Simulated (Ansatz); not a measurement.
## BAs (F-43m): refractive index against wavelength

The refractive index of BAs (F-43m) below the direct gap (3.28 eV on the mesh) is read from one computed spectrum, n = √(Re ε).

Cell: a, b, c = 3.378, 3.378, 3.378 Å (primitive vectors), 2 atoms.

Method: Ansatz 0.2.0, PBE, independent particles, k-mesh 12×12×12 with interpolation inside its cells, Gaussian parameter 0.15 eV.

Launch of the response step: `ansatz run input.yaml --threads 4 --pin off --max-ram 8192MiB --backend cpu --events-out ev --progress --plain --runs-dir out`. The run took 6 s, on 4 threads of Arm Neoverse V2, with other jobs on the host.

```
wavelength (nm)  photon energy E (eV)       n
           1550                 0.800  3.2103
           1310                 0.946  3.2235
           1064                 1.165  3.2479
            850                 1.459  3.2907
            700                 1.771  3.3509
            633                 1.959  3.3960
            532                 2.331       ?
```

In the single-oscillator model n² − 1 = E₀E_d/(E₀² − E²), so 1/(n² − 1) = E₀/E_d − E²/(E₀E_d) is linear in E².

Working, on the rows shown:

| x = E² (eV²) | y = 1/(n² − 1) |
| --- | --- |
| 0.639837 | 0.107457 |
| 0.895757 | 0.106485 |
| 1.35784 | 0.104725 |
| 2.12762 | 0.101743 |
| 3.13716 | 0.0977658 |
| 3.83641 | 0.0949414 |

Means: x̄ = 1.9991, ȳ = 0.10219. Σ(x − x̄)(y − ȳ) = -0.03193, Σ(x − x̄)² = 8.164. Slope = -0.03193 / 8.164 = -0.003912; intercept = ȳ − slope · x̄ = 0.11001. Turned back into n, the line misses the rows shown by at most 0.00094.

Predict the last column of the withheld row from the fit.

At x = 5.4314 the line gives y = 0.08876, that is 3.5023. The run gave 3.5117, so the extrapolation is off by 0.0094, 3 % of the range in the table.

Refitted with all rows, the slope is -0.003995 and the intercept 0.11014. These give E₀ = √(intercept/−slope) = 5.25 eV and E_d = E₀/intercept = 47.7 eV; E₀ is 1.6 times the direct gap. The electronic limit at long wavelengths, without lattice vibrations, is n = √(1 + 1/intercept) = 3.175. Excitons are left out and so are local fields; PBE gaps are as a rule too small. Spin-orbit coupling is left out.

[Logs are printed without paths, hosts, clocks, repeated set-up lines and the standing remarks that a program may print on its own settings, such as how far it seeks lower states.]
